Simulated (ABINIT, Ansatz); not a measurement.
# LiBH4 (F-43m): Raman and infrared activity

Wanted: vibrational spectra of LiBH4 (F-43m) from linear and non-linear response.

Main program and level: ABINIT 10.8.3; DFT LDA, scalar-relativistic, plane waves, PseudoDojo norm-conserving pseudopotentials.

**1. Starting point**

It takes space group F-43m (No. 216, cubic). Conventional cell: a = 5.536 Å, b = 5.536 Å, c = 5.536 Å, α = 90.00°, β = 90.00°, γ = 90.00°. Nearest to Li lie 12 H at 2.29 Å and 6 B at 2.77 Å. Nearest to B lie 4 H at 1.22 Å and 6 Li at 2.77 Å. Nearest to H lie 1 B at 1.22 Å. Farther neighbours are not listed.

As a file:

```cif
data_structure
_symmetry_space_group_name_H-M 'F-43m'
_symmetry_Int_Tables_number 216
_cell_length_a 5.5364
_cell_length_b 5.5364
_cell_length_c 5.5364
_cell_angle_alpha 90.000
_cell_angle_beta 90.000
_cell_angle_gamma 90.000
_cell_volume 169.70
loop_
_atom_site_label
_atom_site_type_symbol
_atom_site_symmetry_multiplicity
_atom_site_Wyckoff_symbol
_atom_site_fract_x
_atom_site_fract_y
_atom_site_fract_z
_atom_site_occupancy
Li1 Li 4 a 0.00000 0.00000 0.00000 1
B1 B 4 b 0.00000 0.50000 0.00000 1
H1 H 16 e 0.87312 0.62688 0.87312 1
```

**2. Relaxing the cell and atoms**

The harmonic expansion needs vanishing forces, and a free crystal bears no stress, so cell and atoms are brought to rest. Stress is more sensitive to the basis than forces are: the last 3 Ha under the cutoff are smoothed with ecutsm, and the cutoff is raised above that of the later runs.

The starting cell comes from a relaxation made beforehand in Ansatz (LDA, PseudoDojo NC).

relax.abi reads:

```
# relaxation
ionmov 2
optcell 2
dilatmx 1.08
ntime 40
tolmxf 1.0d-05
tolvrs 1.0d-14
prtwf 0
prtden 0
chksymtnons 0

# basis, mesh and filling
ecut 42.0
ecutsm 3.0
ngkpt 6 6 6
nshiftk 1
shiftk 0.0 0.0 0.0
istwfk *1
occopt 1
nband 5
nstep 100
diemac 9.0
prtebands 0
prtgsr 0

# cell and atoms
acell 3*1.0 Angstrom
rprim 
    -2.768219108 0.0 2.768219108
    0.0 2.768219108 2.768219108
    -2.768219108 2.768219108 0.0
ntypat 3
znucl 3 5 1
natom 6
typat 1 2 3 3 3 3
xred 
    0.0 0.0 0.0
    0.5 0.5 0.5
    0.3731178919 0.3731178919 0.8806463243
    0.8806463243 0.3731178919 0.3731178919
    0.3731178919 0.8806463243 0.3731178919
    0.3731178919 0.3731178919 0.3731178919
pp_dirpath "./pseudo"
pseudos "Li.upf, B.upf, H.upf"
```

Launch:

```
OMP_NUM_THREADS=1 mpirun -n 4 abinit relax.abi > relax.log
```

Numbers of over 12 decimals in the logs are rounded to 6 here.

relax.abo, the main output file:

```text
[banners, grids, parts of the stress and lines that vanish by symmetry left out]
- input  file    -> relax.abi
- output file    -> relax.abo
- root for input  files -> relaxi
[...]
Symmetries : space group F-4 3 m (#216); Bravais cF (face-center cubic)
[...]
mpw =        4720          nfft =      110592          nkpt =          16
[...]
== DATASET  1 ==================================================================
[...]
cutoff_energies: {ecut:  42.0, pawecutdg:  -1.0, }
[...]
ETOT  1  -12.351604787098    -1.235E+01 4.701E-02 9.283E+02
 ETOT  2  -12.421972197280    -7.037E-02 7.308E-07 7.245E+01
 ETOT  3  -12.429090778677    -7.119E-03 7.153E-05 3.530E+00
 ETOT  4  -12.429337144555    -2.464E-04 2.021E-06 4.954E-02
 ETOT  5  -12.429339403419    -2.259E-06 1.469E-08 4.136E-04
[...]
At SCF step   11       vres2   =  2.58E-16 < tolvrs=  1.00E-14 =>converged.
[...]
sigma(1 1)=  3.09827060E-07  sigma(3 2)=  0.00000000E+00
  sigma(2 2)=  3.09827060E-07  sigma(3 1)=  0.00000000E+00
  sigma(3 3)=  3.09827060E-07  sigma(2 1)=  0.00000000E+00
[...]
convergence: {deltae:  1.172E-13, res2:  2.584E-16, residm:  6.014E-19, diffor: null, }
etotal    :  -1.24293394E+01
[...]
ETOT  1  -12.429339422292    -1.243E+01 7.958E-13 6.741E-06
[...]
At SCF step    7       vres2   =  2.82E-15 < tolvrs=  1.00E-14 =>converged.
[...]
sigma(1 1)=  2.58470936E-07  sigma(3 2)=  0.00000000E+00
  sigma(2 2)=  2.58470936E-07  sigma(3 1)=  0.00000000E+00
  sigma(3 3)=  2.58470936E-07  sigma(2 1)=  0.00000000E+00
[...]
convergence: {deltae: -5.151E-14, res2:  2.818E-15, residm:  4.372E-20, diffor: null, }
etotal    :  -1.24293394E+01
[...]
ETOT  1  -12.429339412703    -1.243E+01 6.053E-12 2.899E-04
[...]
At SCF step    8       vres2   =  1.30E-15 < tolvrs=  1.00E-14 =>converged.
[...]
sigma(1 1)= -5.35691613E-08  sigma(3 2)=  0.00000000E+00
  sigma(2 2)= -5.35691613E-08  sigma(3 1)=  0.00000000E+00
  sigma(3 3)= -5.35691613E-08  sigma(2 1)=  0.00000000E+00
[...]
convergence: {deltae:  5.471E-13, res2:  1.303E-15, residm:  7.707E-20, diffor: null, }
etotal    :  -1.24293394E+01
[...]
ETOT  1  -12.429339433258    -1.243E+01 1.936E-13 1.077E-05
[...]
At SCF step    7       vres2   =  8.14E-15 < tolvrs=  1.00E-14 =>converged.
[...]
sigma(1 1)= -7.99778312E-08  sigma(3 2)=  0.00000000E+00
  sigma(2 2)= -7.99778312E-08  sigma(3 1)=  0.00000000E+00
  sigma(3 3)= -7.99778312E-08  sigma(2 1)=  0.00000000E+00
[...]
convergence: {deltae:  6.448E-13, res2:  8.141E-15, residm:  5.803E-20, diffor: null, }
etotal    :  -1.24293394E+01
[...]
ETOT  1  -12.429339433678    -1.243E+01 8.886E-13 5.797E-05
[...]
ETOT  7  -12.429339437174    -3.766E-13 2.507E-19 4.147E-14
 ETOT  8  -12.429339437174    -1.599E-13 9.560E-21 2.494E-16
 At SCF step    8       vres2   =  2.49E-16 < tolvrs=  1.00E-14 =>converged.
[...]
sigma(1 1)= -5.47591377E-08  sigma(3 2)=  0.00000000E+00
  sigma(2 2)= -5.47591377E-08  sigma(3 1)=  0.00000000E+00
  sigma(3 3)= -5.47591377E-08  sigma(2 1)=  0.00000000E+00
[...]
convergence: {deltae: -1.599E-13, res2:  2.494E-16, residm:  9.560E-21, diffor: null, }
etotal    :  -1.24293394E+01
[...]
At Broyd/MD step   5, gradients are converged :
[...]
sigma(1 1)= -5.47591377E-08  sigma(3 2)=  0.00000000E+00
  sigma(2 2)= -5.47591377E-08  sigma(3 1)=  0.00000000E+00
  sigma(3 3)= -5.47591377E-08  sigma(2 1)=  0.00000000E+00
[...]
- sigma(1 1)= -1.61106945E-03  sigma(3 2)=  0.00000000E+00
- sigma(2 2)= -1.61106945E-03  sigma(3 1)=  0.00000000E+00
- sigma(3 3)= -1.61106945E-03  sigma(2 1)=  0.00000000E+00
[...]
fcart     -2.1175823681E-22  7.0586078938E-23 -7.0586078938E-23
           strten     -5.4759137750E-08 -5.4759137750E-08 -5.4759137750E-08
================================================================================

[key lines of the parts left out:]
pressure_GPa:   1.6111E-03
Total energy (etotal) [Ha]= -1.24293394371742E+01
```

Wall time 11 s (4 MPI ranks of Intel Xeon 6975P-C (Granite Rapids), shared host); 43 s of CPU time.

Little changed from the start: no atom moved by 0.005 Å and no cell edge by 0.1 %.

Read from the output:

```
volume per atom : 7.069 Å³
pressure        : 0.001611 GPa
```

**3. Self-consistent run for the response**

First-order wavefunctions inherit every error of the ground state, hence the very tight tolvrs. The mesh is shifted off Γ, since shifted meshes converge sums over the zone faster.

gs.abi reads:

```
# ground state
tolvrs 1.0d-16
prtden 1
prtwf 1

# basis, mesh and filling
ecut 34.0
ngkpt 6 6 6
nshiftk 4
shiftk 
    0.5 0.5 0.5
    0.5 0.0 0.0
    0.0 0.5 0.0
    0.0 0.0 0.5
istwfk *1
occopt 1
nband 5
nstep 100
diemac 9.0
prtebands 0
prtgsr 0

# cell and atoms
acell 3*1.0 Angstrom
rprim 
    -2.767900724 0.0 2.767900724
    0.0 2.767900724 2.767900724
    -2.767900724 2.767900724 0.0
ntypat 3
znucl 3 5 1
natom 6
typat 1 2 3 3 3 3
xred 
    0.0 0.0 0.0
    0.5 0.5 0.5
    0.3731062976 0.3731062976 0.8806811073
    0.8806811073 0.3731062976 0.3731062976
    0.3731062976 0.8806811073 0.3731062976
    0.3731062976 0.3731062976 0.3731062976
pp_dirpath "./pseudo"
pseudos "Li.upf, B.upf, H.upf"
```

Launch:

```
OMP_NUM_THREADS=1 mpirun -n 4 abinit gs.abi > gs.log
```

gs.abo, the main output file:

```text
[banners, grids, parts of the stress and lines that vanish by symmetry left out]
- input  file    -> gs.abi
- output file    -> gs.abo
- root for input  files -> gsi
[...]
Symmetries : space group F-4 3 m (#216); Bravais cF (face-center cubic)
[...]
mpw =        2725          nfft =       64000          nkpt =          28
[...]
== DATASET  1 ==================================================================
[...]
cutoff_energies: {ecut:  34.0, pawecutdg:  -1.0, }
[...]
ETOT  1  -12.345764121693    -1.235E+01 8.654E-02 5.444E+02
 ETOT  2  -12.421316732009    -7.555E-02 1.278E-05 4.441E+01
 ETOT  3  -12.428879743757    -7.563E-03 7.298E-05 1.968E+00
 ETOT  4  -12.429116264855    -2.365E-04 1.896E-06 2.827E-02
 ETOT  5  -12.429118302443    -2.038E-06 1.222E-08 2.639E-04
[...]
ETOT 11  -12.429118320868    -2.132E-13 8.436E-19 1.316E-15
 ETOT 12  -12.429118320868    -5.347E-13 1.070E-21 7.147E-17
 At SCF step   12       vres2   =  7.15E-17 < tolvrs=  1.00E-16 =>converged.
[...]
sigma(1 1)=  8.10009259E-06  sigma(3 2)=  0.00000000E+00
  sigma(2 2)=  8.10009259E-06  sigma(3 1)=  0.00000000E+00
  sigma(3 3)=  8.10009259E-06  sigma(2 1)=  0.00000000E+00
[...]
convergence: {deltae: -5.347E-13, res2:  7.147E-17, residm:  1.070E-21, diffor: null, }
etotal    :  -1.24291183E+01
[...]
sigma(1 1)=  8.10009259E-06  sigma(3 2)=  0.00000000E+00
  sigma(2 2)=  8.10009259E-06  sigma(3 1)=  0.00000000E+00
  sigma(3 3)=  8.10009259E-06  sigma(2 1)=  0.00000000E+00
[...]
- sigma(1 1)=  2.38312952E-01  sigma(3 2)=  0.00000000E+00
- sigma(2 2)=  2.38312952E-01  sigma(3 1)=  0.00000000E+00
- sigma(3 3)=  2.38312952E-01  sigma(2 1)=  0.00000000E+00
[...]
fcart     -0.0000000000E+00 -0.0000000000E+00  2.8234431575E-22
           strten      8.1000925920E-06  8.1000925920E-06  8.1000925920E-06
================================================================================

[key lines of the parts left out:]
pressure_GPa:  -2.3831E-01
```

Wall time 4.1 s (4 MPI ranks); 16 s of CPU time.

This step gave:

- pressure: -0.2383 GPa

The cell stands at -0.24 GPa: the relaxation ran with a smoothed and higher cutoff and on another k mesh.

**4. The gap at rest**

Empty bands on the ground state's density check that the gap assumed so far is there in this cell.

gap.abi reads:

```
# empty bands on the ground state's density
iscf -2
getden_filepath "gso_DEN"
tolwfr 1.0d-12
nbdbuf 2
prtwf 0

# basis, mesh and filling
ecut 34.0
ngkpt 8 8 8
nshiftk 1
shiftk 0.0 0.0 0.0
istwfk *1
occopt 1
nband 9
nstep 100
diemac 9.0
prtebands 0
prtgsr 0

# cell and atoms
acell 3*1.0 Angstrom
rprim 
    -2.767900724 0.0 2.767900724
    0.0 2.767900724 2.767900724
    -2.767900724 2.767900724 0.0
ntypat 3
znucl 3 5 1
natom 6
typat 1 2 3 3 3 3
xred 
    0.0 0.0 0.0
    0.5 0.5 0.5
    0.3731062976 0.3731062976 0.8806811073
    0.8806811073 0.3731062976 0.3731062976
    0.3731062976 0.8806811073 0.3731062976
    0.3731062976 0.3731062976 0.3731062976
pp_dirpath "./pseudo"
pseudos "Li.upf, B.upf, H.upf"
```

Launch:

```
OMP_NUM_THREADS=1 mpirun -n 4 abinit gap.abi > gap.log
```

gap.abo, the main output file:

```text
[banners, grids, parts of the stress and lines that vanish by symmetry left out]
- input  file    -> gap.abi
- output file    -> gap.abo
- root for input  files -> gapi
[...]
Symmetries : space group F-4 3 m (#216); Bravais cF (face-center cubic)
[...]
mpw =        2733          nfft =       64000          nkpt =          29
[...]
== DATASET  1 ==================================================================
[...]
cutoff_energies: {ecut:  34.0, pawecutdg:  -1.0, }
[...]
-outvars: echo values of variables after computation
            acell      1.8897261259E+00  1.8897261259E+00  1.8897261259E+00 Bohr
================================================================================
```

Elapsed: 3.5 s, on 4 MPI ranks.

Read from the output:

```yaml
gap_on_the_k_mesh: 5.654 eV
```

In this cell the gap on the mesh is 5.7 eV, indirect (smallest direct 6.2 eV), so fixed occupations hold.

(Part 1 of 3 ends here.)

[Host names and launcher messages were left out of these logs when they were recorded.]

[Logs are printed without paths, hosts, clocks, repeated set-up lines and the standing remarks that a program may print on its own settings, such as how far it seeks lower states.]

[Hosts, paths, dates, database ids (printed as entryN), source tags and the programs' standing remarks are cut or masked in the printed files.]
